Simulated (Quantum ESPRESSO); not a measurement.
## The valence band of WC as photoemission sees it

Wanted: projected DOS of WC, weighted into photoemission and X-ray emission spectra, at several levels of theory.

Main program and level: Quantum ESPRESSO 7.5; DFT, PBE, plane waves, ultrasoft GBRV pseudopotentials, scalar-relativistic, in the first sound run; inputs show where later runs differ.

## (1) Set-up

It takes space group P-6m2 (No. 187, hexagonal). The conventional cell has a = 2.907 Å, b = 2.907 Å, c = 2.837 Å, α = 90.00°, β = 90.00°, γ = 120.00°. Nearest to W lie 6 C at 2.20 Å. C has 6 W at 2.20 Å nearest. Farther neighbours are not listed.

## (2) The base run: self-consistent run

First the self-consistent run; potential, DOS and bands follow from it in later steps.

scf.in reads:

```
&control
  calculation = 'scf'
  prefix = 'pes'
  outdir = './tmp'
  pseudo_dir = './pp'
  tprnfor = .true.
  tstress = .true.
/
&system
  ibrav = 0
  nat = 2
  ntyp = 2
  ecutwfc = 40.0
  ecutrho = 200.0
  occupations = 'smearing'
  nbnd = 17
  smearing = 'fd'
  degauss = 0.00367
/
&electrons
  conv_thr = 1.2e-08
  mixing_beta = 0.5
  electron_maxstep = 120
/
ATOMIC_SPECIES
W 183.8400 w_pbe_v1.2.uspp.F.UPF
C 12.0110 c_pbe_v1.2.uspp.F.UPF
CELL_PARAMETERS angstrom
 2.906500000 0.000000000 0.000000000
 -1.453250000 2.517102836 0.000000000
 0.000000000 0.000000000 2.836600000
ATOMIC_POSITIONS crystal
W 0.000000000 0.000000000 0.000000000
C 0.666666667 0.333333333 0.500000000
K_POINTS automatic
18 18 14 0 0 0
```

Command:

```console
$ OMP_NUM_THREADS=1 mpirun -n 4 pw.x -nk 4 -in scf.in > scf.out
```

Log:

```text
Program PWSCF v.7.5 starts

     This program is part of the open-source Quantum ESPRESSO suite
     for quantum simulation of materials; please cite
         "P. Giannozzi et al., J. Phys.:Condens. Matter 21 395502 (2009);
         "P. Giannozzi et al., J. Phys.:Condens. Matter 29 465901 (2017);
         "P. Giannozzi et al., J. Chem. Phys. 152 154105 (2020);
          URL
     in publications or presentations arising from this work. More details at

     Parallel version (MPI & OpenMP), running on       4 processor cores
     Number of MPI processes:                 4
     Threads/MPI process:                     1

     MPI processes distributed on     1 nodes
     154337 MiB available memory on the printing compute node when the environment starts

     Current dimensions of program PWSCF are:
     Max number of different atomic species (ntypx) = 10
     Max number of k-points (npk) =  40000
     Max angular momentum in pseudopotentials (lmaxx) =  4
     Message from routine setup:
     using ibrav=0 with symmetry is DISCOURAGED, use correct ibrav instead

     K-points division:     npool     =       4
     Subspace diagonalization in iterative solution of the eigenvalue problem:
     a serial algorithm will be used

     G-vector sticks info
     --------------------
     sticks:   dense  smooth     PW     G-vecs:    dense   smooth      PW
     Sum         421     337    109                 6721     4761     901

     Using Slab Decomposition

     bravais-lattice index     =            0
     lattice parameter (alat)  =       5.4925  a.u.
     unit-cell volume          =     140.0445 (a.u.)^3
     number of atoms/cell      =            2
     number of atomic types    =            2
     number of electrons       =        18.00
     number of Kohn-Sham states=           17
     kinetic-energy cutoff     =      40.0000  Ry
     charge density cutoff     =     200.0000  Ry
     scf convergence threshold =      1.2E-08
     mixing beta               =       0.5000
     number of iterations used =            8  plain     mixing
     Exchange-correlation= SLA  PW   PBE  PBE
                           (   1   4   3   4   0   0   0)

     celldm(1)=   5.492489  celldm(2)=   0.000000  celldm(3)=   0.000000
     celldm(4)=   0.000000  celldm(5)=   0.000000  celldm(6)=   0.000000

     crystal axes: (cart. coord. in units of alat)
               a(1) = (   1.000000   0.000000   0.000000 )
               a(2) = (  -0.500000   0.866025   0.000000 )
               a(3) = (   0.000000   0.000000   0.975950 )

     reciprocal axes: (cart. coord. in units 2 pi/alat)
               b(1) = (  1.000000  0.577350 -0.000000 )
               b(2) = (  0.000000  1.154701  0.000000 )
               b(3) = (  0.000000 -0.000000  1.024642 )

     PseudoPot. # 1 for W  read from file:
     ./pp/w_pbe_v1.2.uspp.F.UPF
     Pseudo is Ultrasoft + core correction, Zval = 14.0
     Generated by new atomic code, or converted to UPF format
     Using radial grid of  923 points,  8 beta functions with:
                l(1) =   0
                l(2) =   0
                l(3) =   0
                l(4) =   1
                l(5) =   1
                l(6) =   2
                l(7) =   2
                l(8) =   3
     Q(r) pseudized with  6 coefficients,  rinner =    1.350   1.350   1.350
                                                       1.350   1.350   1.350
                                                       1.350

     PseudoPot. # 2 for C  read from file:
     ./pp/c_pbe_v1.2.uspp.F.UPF
     Pseudo is Ultrasoft + core correction, Zval =  4.0
     Generated by new atomic code, or converted to UPF format
     Using radial grid of  721 points,  4 beta functions with:
                l(1) =   0
                l(2) =   0
                l(3) =   1
                l(4) =   1
     Q(r) pseudized with  8 coefficients,  rinner =    1.100   1.100   1.100

     atomic species   valence    mass     pseudopotential
     W                14.00   183.84000     W ( 1.00)
     C                 4.00    12.01100     C ( 1.00)

     12 Sym. Ops. (no inversion) found

   Cartesian axes

     site n.     atom                  positions (alat units)
         1        W      tau(   1) = (   0.0000000   0.0000000   0.0000000  )
         2        C      tau(   2) = (   0.5000000   0.2886751   0.4879752  )

     number of k points=   296  Fermi-Dirac smearing, width (Ry)=  0.0037

     Number of k-points >= 100: set verbosity='high' to print them.

     Dense  grid:     6721 G-vectors     FFT dimensions: (  25,  25,  25)

     Smooth grid:     4761 G-vectors     FFT dimensions: (  24,  24,  24)

     Estimated max dynamical RAM per process >      31.88 MB

     Estimated total dynamical RAM >     122.58 MB

     Initial potential from superposition of free atoms

     starting charge      17.8996, renormalised to      18.0000

     negative rho (up, down):  6.451E-02 0.000E+00
     Starting wfcs are   17 randomized atomic wfcs

     total cpu time spent up to now is        1.4 secs

     per-process dynamical memory:    29.1 Mb

     Self-consistent Calculation

     iteration #  1     ecut=    40.00 Ry     beta= 0.50
     Davidson diagonalization with overlap
     ethr =  1.00E-02,  avg # of iterations =  4.5

     negative rho (up, down):  6.522E-02 0.000E+00

     total cpu time spent up to now is        2.9 secs

     total energy              =    -170.46403993 Ry
     estimated scf accuracy    <       0.48563846 Ry

     iteration #  2     ecut=    40.00 Ry     beta= 0.50
     Davidson diagonalization with overlap
     ethr =  2.70E-03,  avg # of iterations =  2.0

     negative rho (up, down):  6.667E-02 0.000E+00

     total cpu time spent up to now is        4.1 secs

     total energy              =    -170.60099965 Ry
     estimated scf accuracy    <       0.24325431 Ry

     iteration #  3     ecut=    40.00 Ry     beta= 0.50
     Davidson diagonalization with overlap
     ethr =  1.35E-03,  avg # of iterations =  1.1

     negative rho (up, down):  6.810E-02 0.000E+00

     total cpu time spent up to now is        5.2 secs

     total energy              =    -170.64672495 Ry
     estimated scf accuracy    <       0.00227293 Ry

     iteration #  4     ecut=    40.00 Ry     beta= 0.50
     Davidson diagonalization with overlap
     ethr =  1.26E-05,  avg # of iterations =  2.9

     negative rho (up, down):  6.819E-02 0.000E+00

     total cpu time spent up to now is        6.5 secs

     total energy              =    -170.64707748 Ry
     estimated scf accuracy    <       0.00022795 Ry

     iteration #  5     ecut=    40.00 Ry     beta= 0.50
     Davidson diagonalization with overlap
     ethr =  1.27E-06,  avg # of iterations =  1.8

     negative rho (up, down):  6.819E-02 0.000E+00

     total cpu time spent up to now is        7.5 secs

     total energy              =    -170.64710318 Ry
     estimated scf accuracy    <       0.00001214 Ry

     iteration #  6     ecut=    40.00 Ry     beta= 0.50
     Davidson diagonalization with overlap
     ethr =  6.74E-08,  avg # of iterations =  2.2

     negative rho (up, down):  6.817E-02 0.000E+00

     total cpu time spent up to now is        8.4 secs

     total energy              =    -170.64710581 Ry
     estimated scf accuracy    <       0.00000017 Ry

     iteration #  7     ecut=    40.00 Ry     beta= 0.50
     Davidson diagonalization with overlap
     ethr =  9.57E-10,  avg # of iterations =  3.7

     negative rho (up, down):  6.816E-02 0.000E+00

     total cpu time spent up to now is        9.5 secs

     total energy              =    -170.64710592 Ry
     estimated scf accuracy    <       0.00000003 Ry

     iteration #  8     ecut=    40.00 Ry     beta= 0.50
     Davidson diagonalization with overlap
     ethr =  1.63E-10,  avg # of iterations =  1.9

     negative rho (up, down):  6.816E-02 0.000E+00

     total cpu time spent up to now is       10.3 secs

     End of self-consistent calculation

     Number of k-points >= 100: set verbosity='high' to print the bands.

     the Fermi energy is    20.6408 ev

!    total energy              =    -170.64710592 Ry
     estimated scf accuracy    <          4.0E-10 Ry
     smearing contrib. (-TS)   =      -0.00016721 Ry
     internal energy E=F+TS    =    -170.64693871 Ry

     The total energy is F=E-TS. E is the sum of the following terms:
     one-electron contribution =     -10.76847894 Ry
     hartree contribution      =      17.08915188 Ry
     xc contribution           =     -44.94496295 Ry
     ewald contribution        =    -132.02264869 Ry

     convergence has been achieved in   8 iterations

     negative rho (up, down):  6.816E-02 0.000E+00

     Forces acting on atoms (cartesian axes, Ry/au):

     atom    1 type  1   force =     0.00000000    0.00000000    0.00000000
     atom    2 type  2   force =     0.00000000    0.00000000    0.00000000

     Total force =     0.000000     Total SCF correction =     0.000000

     Computing stress (Cartesian axis) and pressure

     negative rho (up, down):  6.816E-02 0.000E+00
          total   stress  (Ry/bohr**3)                   (kbar)     P=       35.60
   0.00024179  -0.00000000   0.00000000           35.57       -0.00        0.00
  -0.00000000   0.00024179   0.00000000           -0.00       35.57        0.00
   0.00000000   0.00000000   0.00024241            0.00        0.00       35.66

     XML data file, charge density, pseudopotentials, collected wavefunctions

     Called by init_run:

     Called by electrons:

     Called by c_bands:

     Called by *egterg:

     Called by h_psi:
                                        0.00s GPU  (    2175 calls)

     General routines

     Parallel routines

=------------------------------------------------------------------------------=
   JOB DONE.
=------------------------------------------------------------------------------=
```

The job ended after 12 s (4 MPI ranks of Intel Xeon at 2.60GHz (Ice Lake), shared host; 45 s of CPU time).

Numbers from this step:

| Item | Value |
| --- | --- |
| free energy | -2321.7722 eV |
| Fermi energy | 20.64 eV |
| pressure | 3.56 GPa |

The run ends at a pressure of 3.56 GPa.

(Part 1 of 15 ends here.)

[Logs are printed without paths, hosts, clocks, repeated set-up lines and the standing remarks that a program may print on its own settings, such as how far it seeks lower states.]

[Hosts, paths, dates, database ids (printed as entryN), source tags and the programs' standing remarks are cut or masked in the printed files.]

[Maps of the electrostatic potential energy from Ansatz leave out the sawtooth potential of an applied field or a dipole correction, so their vacuum need not be flat; work functions include it.]

[Peak lists hold at most the 14 tallest peaks of each spectrum; further lines can be left out.]
